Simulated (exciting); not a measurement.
Consider CeO2, space group Fm-3m.

```xyz
3
Lattice="0.0000 2.7037 2.7037 2.7037 0.0000 2.7037 2.7037 2.7037 0.0000" Properties=species:S:1:pos:R:3 pbc="T T T"
Ce    0.0000    0.0000    0.0000
O     4.0555    4.0555    4.0555
O     1.3518    1.3518    1.3518
```

Absorber: atom 1, with 8 O at 2.34 Å (cubic, site symmetry m-3m). Method: exciting, all-electron LAPW+lo, PBE, spinor conduction states, exchange and screened direct term (singlet BSE), 2×2×2 shifted k points, 38 conduction spinor bands, |G+q| up to 4.5 bohr⁻¹ (3.6 in the exchange term), full RPA screening with nempty = 49, Lorentzian half width 0.43 eV.

Q: Predict the Ce M₄,₅ near-edge structure at this level.

Bound core exciton? Yes on this mesh: the first bright state (over 5 % of the brightest) lies at -3.92 eV from the Kohn–Sham onset and at -3.98 eV from the lowest bare transition of its own mesh; weaker or dark states reach down to -5.02 eV. Maxima (height): -3.4 eV (1.00) and 14.7 eV (0.68).

Energy from the Kohn–Sham onset, core level to the lowest empty state found on the meshes used; Im ε in relative units:

| E (eV) | Im ε |
| --- | --- |
| -7.0 | 0.02 |
| -6.5 | 0.02 |
| -6.0 | 0.03 |
| -5.5 | 0.05 |
| -5.0 | 0.10 |
| -4.5 | 0.19 |
| -4.0 | 0.47 |
| -3.5 | 0.96 |
| -3.0 | 0.55 |
| -2.5 | 0.19 |
| -2.0 | 0.09 |
| -1.5 | 0.05 |
| -1.0 | 0.03 |
| -0.5 | 0.03 |
| 0.0 | 0.02 |
| 0.5 | 0.01 |
| 1.0 | 0.01 |
| 1.5 | 0.01 |
| 2.0 | 0.01 |
| 2.5 | 0.01 |
| 3.0 | 0.01 |
| 3.5 | 0.01 |
| 4.0 | 0.01 |
| 4.5 | 0.01 |
| 5.0 | 0.00 |
| 5.5 | 0.00 |
| 6.0 | 0.00 |
| 6.5 | 0.01 |
| 7.0 | 0.01 |
| 7.5 | 0.01 |
| 8.0 | 0.01 |
| 8.5 | 0.01 |
| 9.0 | 0.01 |
| 9.5 | 0.01 |
| 10.0 | 0.01 |
| 10.5 | 0.01 |
| 11.0 | 0.01 |
| 11.5 | 0.02 |
| 12.0 | 0.02 |
| 12.5 | 0.03 |
| 13.0 | 0.05 |
| 13.5 | 0.10 |
| 14.0 | 0.24 |
| 14.5 | 0.60 |
| 15.0 | 0.56 |
| 15.5 | 0.25 |
| 16.0 | 0.11 |
| 16.5 | 0.07 |
| 17.0 | 0.05 |
| 17.5 | 0.03 |
| 18.0 | 0.03 |
| 18.5 | 0.02 |
| 19.0 | 0.02 |
| 19.5 | 0.02 |
| 20.0 | 0.01 |
| 20.5 | 0.01 |
| 21.0 | 0.01 |
| 21.5 | 0.01 |
| 22.0 | 0.01 |
| 22.5 | 0.01 |
| 23.0 | 0.00 |
| 23.5 | 0.00 |
| 24.0 | 0.00 |
| 24.5 | 0.00 |
| 25.0 | 0.00 |
| 25.5 | 0.00 |
| 26.0 | 0.00 |
| 26.5 | 0.00 |
| 27.0 | 0.00 |
| 27.5 | 0.00 |
| 28.0 | 0.00 |
| 28.5 | 0.00 |
| 29.0 | 0.00 |
| 29.5 | 0.00 |
| 30.0 | 0.00 |
| 30.5 | 0.00 |
| 31.0 | 0.00 |
| 31.5 | 0.00 |
| 32.0 | 0.00 |
| 32.5 | 0.00 |

A mesh of 8 points doesn't converge binding energies, and the weak maxima beyond the white lines are largely noise of the mesh. The 3d–f Coulomb and exchange terms need higher kernel cutoffs, and a higher angular limit than lmaxemat = 3, so the multiplet shape isn't converged and the effect of exchange is likely too small. The zero comes from the unshifted 4×4×4 ground-state mesh; it is exact only where the band minimum lies on that mesh. The structure is a published determination, not relaxed.

[Banner, clock and machine lines of the logs are left out without a mark of their own.]

[Logs are printed without paths, hosts, clocks, repeated set-up lines and the standing remarks that a program may print on its own settings, such as how far it seeks lower states.]

[Hosts, paths, dates, database ids (printed as entryN), source tags and the programs' standing remarks are cut or masked in the printed files.]
